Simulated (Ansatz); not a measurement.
# WSe2 (P6_3/mmc): a many-body input that goes wrong, and its mend

Aim: the G0W0 gap of WSe2 (P6_3/mmc). The first input has a fault.

Method: G0W0 on PBE, plane waves, PAW, in Ansatz 0.2.0.

The database entry behind the starting cell differs from later determinations by our own check (a about 0.2 % long), so it need not match the best structure at ambient conditions.

## 1. The starting structure

Symmetry: P6_3/mmc, No. 194, hexagonal system. Conventional cell: a = 3.290 Å, b = 3.290 Å, c = 12.970 Å, α = 90.00°, β = 90.00°, γ = 120.00°. Nearest to W lie 6 Se at 2.53 Å. Se has 3 W at 2.53 Å nearest. Farther neighbours and most contacts between anions are not listed.

The cell and positions come from the Crystallography Open Database and are kept as given unless a step says otherwise. Spin-orbit coupling is left out unless a step names it. The default PAW set here is soft_2. Its files were made with PBE.

## 2. First try

input.yaml

```yaml
crystal:
  lattice:
    - [3.29, 0.0, 0.0]
    - [-1.645, 2.8492235785, 0.0]
    - [0.0, 0.0, 12.97]
  atoms:
    - { symbol: W, position: [0.3333333333, 0.6666666667, 0.25] }
    - { symbol: W, position: [0.6666666667, 0.3333333333, 0.75] }
    - { symbol: Se, position: [0.3333333333, 0.6666666667, 0.621] }
    - { symbol: Se, position: [0.6666666667, 0.3333333333, 0.121] }
    - { symbol: Se, position: [0.3333333333, 0.6666666667, 0.879] }
    - { symbol: Se, position: [0.6666666667, 0.3333333333, 0.379] }
kpoints:
  mp_grid: { grid: [6, 6, 2] }
hamiltonian:
  xc: pbe
scf:
  occupations: { method: fixed }
gw:
  n_empty_bands: 197
  ecut_chi: 10
  qp_bands: [v2, c2]
  qp_kpoints: band_edges
  screening: { model: contour_deformation }
```

Launch:

```console
ansatz run input.yaml --threads 3 --pin off --max-ram 92160MiB --backend cuda --events-out ev --progress --plain --runs-dir out --devices 1 --max-vram 13GiB
```

Numbers of over 12 decimals in the logs are rounded to 6 here.

Log:

```text
GPUs: using 1 of 1 available (devices: 1).
Engine: ansatz 0.2.0, x86_64-unknown-linux-gnu
Pseudopotentials: kind: paw
Pseudopotential: W, paw, valence charge 14, recommended cutoff 420 eV (normal), W.paw.azcp
Pseudopotential: Se, paw, valence charge 16, recommended cutoff 420 eV (normal), Se.paw.azcp
Functional definition: PBE
  parameter kappa = 0.804
  parameter beta = 0.066725
  exchange = pbe_x(kappa = kappa, mu = beta*pi^2/3)
  correlation = pbe_c(beta = beta)
device memory: the entry about to start is reckoned to put 2.5 GiB on a device that reports 50.0 GiB free (of which the cap on the GPU budget leaves the run 13.0 GiB)
GPU FFT provider: cuFFT
GPU libraries: cuBLAS 13.8.2, cuFFT 12.4.0, cuSOLVER 12.3.4
Crystal: 6 atoms, lattice volume = 121.580 Å³
Basis set: ecut = 420 eV, 2419 PW (Γ)
Bands: 56, of which v1, the nominal top of the filled ones, is band 46 counted from 1 (45 counted from 0)
Symmetry: 24 space group operations
Space group: P63/mmc (ITA 194), of the structure as read, at distance tolerance 5.0e-5 Å
k-points: 14 of 72
Non-local potential: W, projectors of the file, l = 0: 3, l = 1: 2, l = 2: 2, l = 3: 1
Non-local potential: Se, projectors of the file, l = 0: 2, l = 1: 2, l = 2: 3, l = 3: 1
PAW form: soft (Blöchl's): semilocal exchange-correlation on the pseudo side does not see the compensation charge
PAW one-centre angular grid: W, 590 points (default); XC on 64 Gauss nodes
PAW one-centre angular grid: Se, 590 points (default); XC on 64 Gauss nodes
Initial density: superposition of atomic densities (neutral atoms: chi_scale 0, normalization atom), corrected by the library's trained network
Initial wavefunctions: pseudopotential atomic-orbital guess
GPU buffer pool allocated for 51840 grid points (all kernels)
GPU transforms: local potential and band sums: pruned to the plane-wave sphere, on 24×24×90
Functional: x = pbe(κ = 0.804, μ = 0.219515), c = pbe(β = 0.066725)
SCF iter   1: F=—  HF=-42649.193134 eV  |F-HF|=—  |Δ(HF+E_count)|=         —  Δρ=4.34e-3  dr2=5.50e-3  ethr=1.77e-3  ⟨swp⟩=4.9  Hψ=2498  notcnv=0  defer=92
preconditioner: auto → Resta (q_TF=auto, 2.604 Å⁻¹)  ε∞=6.0  [insulator: Δε(μ)=0.971 eV  Ē_g=8.998 eV  n_scr=40 (ndim 8)  ℏωp=20.2 eV  f_vac=0.044  ε∞_Penn≈6.0]
SCF iter   2: F=—  HF=-42649.201845 eV  |F-HF|=—  |Δ(HF+E_count)|=   8.71e-3  Δρ=2.52e-3  dr2=1.82e-3  ethr=5.98e-6  ⟨swp⟩=2.0  Hψ=1359  notcnv=0  defer=110
SCF iter   3: F=—  HF=-42649.206144 eV  |F-HF|=—  |Δ(HF+E_count)|=   4.30e-3  Δρ=3.93e-4  dr2=4.51e-4  ethr=1.98e-6  ⟨swp⟩=2.0  Hψ=1049  notcnv=0  defer=110
SCF iter   4: F=—  HF=-42649.206086 eV  |F-HF|=—  |Δ(HF+E_count)|=   5.79e-5  Δρ=8.88e-5  dr2=4.57e-6  ethr=4.90e-7  ⟨swp⟩=2.4  Hψ=1304  notcnv=0  defer=54
SCF iter   5: F=—  HF=-42649.206097 eV  |F-HF|=—  |Δ(HF+E_count)|=   1.03e-5  Δρ=3.25e-5  dr2=6.45e-7  ethr=4.97e-9  ⟨swp⟩=2.4  Hψ=1363  notcnv=0  defer=41
SCF iter   6: F=-42649.206099 eV  HF=-42649.206099 eV  |F-HF|=3.65e-8  |Δ(HF+E_count)|=   2.01e-6  Δρ=5.87e-6  dr2=6.00e-8  ethr=1.09e-10  ⟨swp⟩=9.3  Hψ=2914  notcnv=0
SCF 1 converged in 6 iterations: F = -42649.206099 eV  dr2 = 6.00e-8
[...]
device memory: the entry about to start is reckoned to put 3.2 GiB (of the 3.2 GiB reckoned in all, the device holds 0.1 GiB already) on a device that reports 50.0 GiB free (of which the cap on the GPU budget leaves the run 13.0 GiB)
NSCF: frozen V_eff on 14 k-points
[...]
device memory: the entry about to start is reckoned to put 4.1 GiB on a device that reports 50.1 GiB free (of which the cap on the GPU budget leaves the run 13.0 GiB)
NSCF: frozen V_eff on 14 k-points
G₀W₀ screening: q 1/14
[... further progress lines ...]
SCF converged after 6 iterations
Free energy (F): -42649.206099 eV
Harris-Foulkes:  -42649.206099 eV  (|F-HF|=3.65e-8)
Internal energy: -42649.206099 eV  (E = F + TS)
E sigma→0 (E₀):  -42649.206099 eV
Fermi energy:    12.956967 eV
--- Per-component energies (eV) ---
  E_band       = -1683.218420
  E_kinetic    = 1379.684613
  E_local      = -11426.432405  (includes V_loc(G=0)·N_el)
  E_nonlocal   = -2379.711343
  E_hartree    = 5496.540113
  E_xc         = -953.323903
  E_vxc        = -873.934551  (∫ρ·V_xc dr)
  E_paw        = -24771.115243  (= ΣΔE_a)
  E_vpaw       = 624.108658  (= ΣTr[D̂ρ^β])
  E_aug_tail   = -0.002475  (compensation charges beyond the density's cutoff)
  E_ewald      = -9994.845457
  E_smearing   = -0.000000  (= −TS)
  E_closure    = 0.000000  (closes the sum)
  Σ components = -42649.206099   (vs F -42649.206099, Δ=0.00e0)
--- Band table (eV; the first three rows and the last of 14) ---
  k-point 0: bands = [... 42 lower, 11.4570, 11.8525, 11.8899, 12.9570, 15.5966, 15.5966, 15.6471, 15.6471, ... 6 higher]
  k-point 1: bands = [... 42 lower, 11.4294, 11.4294, 12.7404, 12.7404, 15.6022, 15.6022, 15.6022, 15.6022, ... 6 higher]
  k-point 2: bands = [... 42 lower, 11.1115, 11.8714, 11.9044, 12.2882, 14.6109, 15.1432, 15.2162, 15.2868, ... 6 higher]
  k-point 13: bands = [... 42 lower, 10.2227, 10.2227, 12.6187, 12.6187, 14.2841, 14.2841, 15.3888, 15.3888, ... 6 higher]
--- G₀W₀: contour deformation, 7 samples at zero and on the imaginary axis and 1 off it, 72 q-points, 197 empty bands' worth ---
  eigenvalues of the whole cell's RPA ε∞ on this k-mesh (on a slab, of 1 + 4πα/V) = 7.7007, 16.7218, 16.7218; static W/v taken at q = 0 is 0.062876
  bands read: the sum over 243 bands ends inside a degenerate multiplet in 7 slots, whose members it reads at an even weight; the widest, k=1: bands 243 to 244 (counted from 1) at 1/2 each
  gw.qp_kpoints: band_edges: 10 of 14 stored k-points solved, in 1 pass; an edge of the gap read off the rows below is read off those points alone
    valence top: of the k-points left out ik 7 came nearest to being solved in a further pass, in band 45 (counted from 1, as in the quasiparticle table): it holds the edge there only if its correction is more favourable than any solved in that band by at least 1.220 eV; those differ by 0.526 eV
    conduction bottom: of the k-points left out ik 4 came nearest to being solved in a further pass, in band 47 (counted from 1, as in the quasiparticle table): it holds the edge there only if its correction is more favourable than any solved in that band by at least 0.576 eV; those differ by 0.279 eV
    ik  band        ε_KS         Σx   Σc(E_QP)       V_xc       Z   E_QP_lin       E_QP  E_QP is
     0    45     11.8899   -18.1406     2.3961   -15.9334  0.8126    12.0783    12.0788  root
     0    46     12.9570   -19.3876     1.3217   -18.7647  0.8040    13.6515    13.6557  root
     0    47     15.5966   -13.8666    -3.2167   -18.2073  0.8047    16.7530    16.7206  root
     0    48     15.5966   -13.8666    -3.2167   -18.2073  0.8047    16.7530    16.7206  root
     1    45     12.7404   -19.0852     1.5300   -18.1680  0.8044    13.3495    13.3532  root
     1    46     12.7404   -19.0852     1.5300   -18.1680  0.8044    13.3495    13.3532  root
     1    47     15.6022   -13.8250    -3.2081   -18.1422  0.8037    16.7432    16.7113  root
     1    48     15.6022   -13.8250    -3.2081   -18.1422  0.8037    16.7432    16.7113  root
     2    45     11.9044   -18.2161     2.3773   -16.0438  0.8132    12.1089    12.1094  root
     2    46     12.2882   -19.0903     1.6711   -18.0623  0.7990    12.9266    12.9314  root
     2    47     14.6109   -13.3548    -3.0577   -17.3791  0.8064    15.5969    15.5776  root
     2    48     15.1432   -14.0259    -3.3253   -18.5019  0.8085    16.3244    16.2939  root
     3    45     12.2424   -19.0432     1.7666   -17.8777  0.7998    12.8393    12.8436  root
     3    46     12.2424   -19.0432     1.7666   -17.8777  0.7998    12.8393    12.8436  root
[...]
12    48     14.2840   -15.5743    -2.9474   -19.6941  0.7999    15.4863    15.4564  root
    13    45     12.6187   -18.3733     1.3650   -17.7227  0.8007    13.3282    13.3332  root
    13    46     12.6187   -18.3733     1.3650   -17.7227  0.8007    13.3282    13.3332  root
    13    47     14.2841   -15.5713    -2.9471   -19.6909  0.7999    15.4865    15.4566  root
    13    48     14.2841   -15.5713    -2.9471   -19.6909  0.7999    15.4865    15.4566  root
```

The job ended after 30 s (1 × NVIDIA H100 80GB HBM3 (shared by 6 runs) with 3 threads of AMD EPYC 7R13 (Zen 3), shared host; peak memory 1.3 GiB).

Q: What is the fault?

The run ended normally, though the input holds a fault or crude settings.

The fault: screening cutoff of 10 eV. Nearly all local fields and short-range correlation are left out.

It printed a gap of 1.17 eV, which is an artefact of the settings.

## 3. A better input

G0W0 replaces the xc potential by the self-energy, built once from these orbitals. Only a window of levels is corrected, while the sums run over the empty bands that the input names.

Edit input.yaml of step 2 so:

```diff
@@ -19,4 +19,4 @@
 gw:
-  n_empty_bands: 197
-  ecut_chi: 10
+  n_empty_bands: 362
+  ecut_chi: 120
   qp_bands: [v2, c2]
```

Log:

```text
GPUs: using 1 of 1 available (devices: 1).
[...]
GPU FFT provider: cuFFT
GPU libraries: cuBLAS 13.8.2, cuFFT 12.4.0, cuSOLVER 12.3.4
Crystal: 6 atoms, lattice volume = 121.580 Å³
Basis set: ecut = 420 eV, 2419 PW (Γ)
Bands: 56, of which v1, the nominal top of the filled ones, is band 46 counted from 1 (45 counted from 0)
Symmetry: 24 space group operations
[...]
k-points: 14 of 72
[...]
GPU buffer pool allocated for 51840 grid points (all kernels)
[...]
SCF iter   1: F=—  HF=-42649.193134 eV  |F-HF|=—  |Δ(HF+E_count)|=         —  Δρ=4.34e-3  dr2=5.50e-3  ethr=1.77e-3  ⟨swp⟩=4.9  Hψ=2498  notcnv=0  defer=92
[...]
SCF iter   6: F=-42649.206099 eV  HF=-42649.206099 eV  |F-HF|=3.65e-8  |Δ(HF+E_count)|=   2.01e-6  Δρ=5.87e-6  dr2=6.00e-8  ethr=1.09e-10  ⟨swp⟩=9.3  Hψ=2914  notcnv=0
SCF 1 converged in 6 iterations: F = -42649.206099 eV  dr2 = 6.00e-8
[...]
0    45     11.8899   -18.1406     1.7137   -15.9334  0.7684    11.3922    11.3964  root
     0    46     12.9570   -19.3876     0.4604   -18.7647  0.7534    12.7942    12.7945  root
     0    47     15.5966   -13.8666    -4.1047   -18.2073  0.7559    15.8337    15.8326  root
     0    48     15.5966   -13.8666    -4.1047   -18.2073  0.7559    15.8337    15.8326  root
     1    45     12.7404   -19.0852     0.6986   -18.1680  0.7553    12.5213    12.5219  root
     1    46     12.7404   -19.0852     0.6986   -18.1680  0.7553    12.5213    12.5219  root
     1    47     15.6022   -13.8250    -4.0909   -18.1422  0.7548    15.8296    15.8285  root
     1    48     15.6022   -13.8250    -4.0909   -18.1422  0.7548    15.8296    15.8285  root
[...]
13    45     12.6187   -18.3733     0.4479   -17.7227  0.7528    12.4156    12.4160  root
    13    46     12.6187   -18.3733     0.4479   -17.7227  0.7528    12.4156    12.4160  root
    13    47     14.2841   -15.5713    -3.8822   -19.6909  0.7464    14.5225    14.5216  root
    13    48     14.2841   -15.5713    -3.8822   -19.6909  0.7464    14.5225    14.5216  root
[key lines of the parts left out:]
SCF converged after 6 iterations
Free energy (F): -42649.206099 eV
Fermi energy:    12.956967 eV
```

The job ended after 57 s (1 × NVIDIA H100 80GB HBM3 (shared by 6 runs) with 3 threads; peak memory 1.6 GiB; 91 s of CPU time).

This step gave:

* bands summed: 408
* RPA ε∞ on this mesh (eigenvalues): 7.125, 15.37, 15.37
* plane waves in the screening matrix: 341
* q-points in the mesh: 72
* G0W0 gap on the mesh: 1.261 eV
* k of the valence top: 0, 0, 0
* k of the conduction bottom: 0.1667, 0.1667, 0
* starting gap on the mesh: 0.9758 eV
* Z at the valence top: 0.7534
* Z at the conduction bottom: 0.7648
* least direct G0W0 gap on the computed points: 1.948 eV

The gap on the mesh goes from 0.98 eV to 1.26 eV, a correction of +0.28 eV. Between the two edge states, bare exchange in place of the xc potential would open the gap by 4.35 eV, and correlation takes back 4.06 eV.

## 4. Outcome

```yaml
first_try: converged after 30 s
better_run: G0W0 gap on the mesh 1.26 eV (6×6×2 mesh, 362 empty bands, screening to 120 eV)
```

In words: The second run differs in: empty bands and screening cutoff (eV). Bands and cutoff are finite, so the gap is not at the basis limit. The miss can reach some tenths of an eV and take either sign; the mesh is an error of its own. The 6×6×2 mesh is coarse for this cell (its supercell is 20 Å along the shortest edge). The RPA ε∞ on it, from the PBE start, is 7.13 and 15.37; such meshes misread the long-range screening, most where the gap is narrow. The many-body steps are scalar-relativistic: spin-orbit coupling is not in them.

[Paths, hosts, dates, memory and timing lines, banners, echoed tables and standing remarks are left out of the program output.]

[Logs are printed without paths, hosts, clocks, repeated set-up lines and the standing remarks that a program may print on its own settings, such as how far it seeks lower states.]

[Runs of the session that timed out or met a known fault of the program may be left out.]

[Cells called generated may have been cut or substituted from an entry of the Crystallography Open Database or the Materials Project.]

[Hosts, paths, dates, database ids (printed as entryN), source tags and the programs' standing remarks are cut or masked in the printed files.]
